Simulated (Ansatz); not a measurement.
# Aqueous Mg2+ and triflate: a series in salt concentration

How do pressure, forces, levels, charges and cost change as salt is added?

Computed with Ansatz 0.2.0: Kohn-Sham DFT, PBEsol, PAW (set soft_2). Every run is a single point, with the atoms held where the recipe put them (cutoff of the plane-wave runs 420 eV, gaussian smearing of 0.025 eV).

First member: 49 H2O, 1 Mg2+, 2 triflate placed at random, at 1.19 g/cm³; overlaps pushed apart, then 10 ps at 420 K with divalent ions of Li, Roberts, Chakravorty and Merz (J. Chem. Theory Comput. 9, 2733 (2013)); MMFF94 bonds, angles, torsions, charges and radii (Halgren, J. Comput. Chem. 17, 490 (1996)) in harmonic and 12-6 forms; SPC/E water (Berendsen, Grigera and Straatsma, J. Phys. Chem. 91, 6269 (1987)). Snapshot after 20 ps at 280 K and fixed volume.

Last member: 32 H2O, 4 Mg2+, 8 triflate placed at random, at 1.69 g/cm³; overlaps pushed apart, then 10 ps at 420 K with divalent ions of Li, Roberts, Chakravorty and Merz (J. Chem. Theory Comput. 9, 2733 (2013)); MMFF94 bonds, angles, torsions, charges and radii (Halgren, J. Comput. Chem. 17, 490 (1996)) in harmonic and 12-6 forms; SPC/E water (Berendsen, Grigera and Straatsma, J. Phys. Chem. 91, 6269 (1987)). Snapshot after 20 ps at 280 K and fixed volume.

The members:

```tsv
salt concentration (mol/kg)	reduced formula	atoms	valence electrons	k-mesh	basis	density (g/cm³)
1.13	MgH98C2S2O55F6	164	500	1×1×1	plane waves	1.19
2.58	Mg2H86C4S4O55F12	163	560	1×1×1	plane waves	1.37
4.5	Mg3H74C6S6O55F18	162	620	1×1×1	plane waves	1.54
6.94	MgH16C2S2O14F6	164	688	1×1×1	plane waves	1.69
```

Each cell is one sample from a classical run, so sample-to-sample scatter enters every column; pressures lack the kinetic term, and hold the strain of bonds inside molecules, whose lengths the classical model set.

The input of the first member, without its atom lines; other members have their own cell and atoms, and may differ in mesh, basis and outputs:

```yaml
crystal:
  lattice:
    - [11.90521, 0.0, 0.0]
    - [0.0, 11.90521, 0.0]
    - [0.0, 0.0, 11.90521]
  atoms:
    [... 164 lines ...]
kpoints:
  mp_grid: { grid: [1, 1, 1] }
hamiltonian:
  xc: pbesol
scf:
  occupations: { method: gaussian, width: 0.025 }
output:
  forces: true
  stress: true
  populations: intrinsic
  dos:
    method: { smearing: { sigma: 0.1 } }
    de: 0.1
    projected: { site_lists: { C: [C], F: [F], H: [H], Mg: [Mg], O: [O] } }
  eigenvalues: true
  write_density: true
  write_potential: true
  volumetric_format: npy
```

Predict the trends along the series.

Results; charges are mean intrinsic-atomic-orbital charges in e:

```tsv
salt concentration (mol/kg)	pressure (GPa)	r.m.s. force (eV/Å)	gap (eV)	q(O)	q(S)	q(C)
1.13	-1.89	0.672	4.10	-0.78	+2.26	+0.56
2.58	-1.38	0.699	4.48	-0.80	+2.21	+0.58
4.5	-1.09	0.920	4.17	-0.82	+2.22	+0.57
6.94	0.144	0.863	4.26	-0.84	+2.22	+0.57
```

The gap is that between the highest filled and lowest empty Kohn-Sham level on the run's k-points, and semilocal functionals tend to put gaps under measured ones. Each mean runs over all atoms of an element, whatever their surroundings.

Cost on 8 threads of Arm Neoverse V2, shared host:

```tsv
salt concentration (mol/kg)	atoms	basis	k-mesh	SCF cycles	time	host memory (GiB)	Δ force from the first basis (meV/Å)
1.13	164	plane waves	1×1×1	10	15 s	2.3	-
1.13	164	support functions	1×1×1	14	70 s	5.0	12
2.58	163	plane waves	1×1×1	10	18 s	2.4	-
2.58	163	support functions	1×1×1	15	84 s	5.2	12
4.5	162	plane waves	1×1×1	11	20 s	2.6	-
4.5	162	support functions	1×1×1	16	81 s	5.3	11
6.94	164	plane waves	1×1×1	10	24 s	2.8	-
6.94	164	support functions	1×1×1	16	98 s	5.5	10
```

The force difference holds the basis error of the plane-wave run too, whose cutoff is lower than the one behind the functions' grid. Times include the outputs that each run asked for, on hosts shared with other jobs.

What the series shows: The gap is lowest at 1.13 mol/kg (4.1 eV) and highest at 2.58 mol/kg (4.48 eV), with no steady trend; in single samples it varies with the configuration. The pressure goes steadily from -1.9 GPa at 1.13 to 0.14 GPa at 6.94 mol/kg; the recipes set unlike densities, and the bond lengths of the classical model enter the pressure too. Support functions take 4.0 to 4.7 times the wall time of plane waves (the times hold unlike extra outputs; shared hosts, so rough). The r.m.s. force is lowest at 1.13 mol/kg (0.67 eV/Å) and highest at 4.5 mol/kg (0.92 eV/Å).

**Limits.** The network of contacts between molecules at the start is that of the classical potential that made the cell, and needn't be the one that DFT or experiment would give. For 2 of the 4 members: the concentration wasn't checked against solubility and may exceed it. The functional has no dispersion term, which matters between molecules.

[Logs are printed without paths, hosts, clocks, repeated set-up lines and the standing remarks that a program may print on its own settings, such as how far it seeks lower states.]

[Hosts, paths, dates, database ids (printed as entryN), source tags and the programs' standing remarks are cut or masked in the printed files.]

[The MMFF94 radii named for the starting cell were scaled by 0.96; in molecules described by MMFF94, hydrogen bound to N, O or S took a small fixed 12-6 site in their place.]
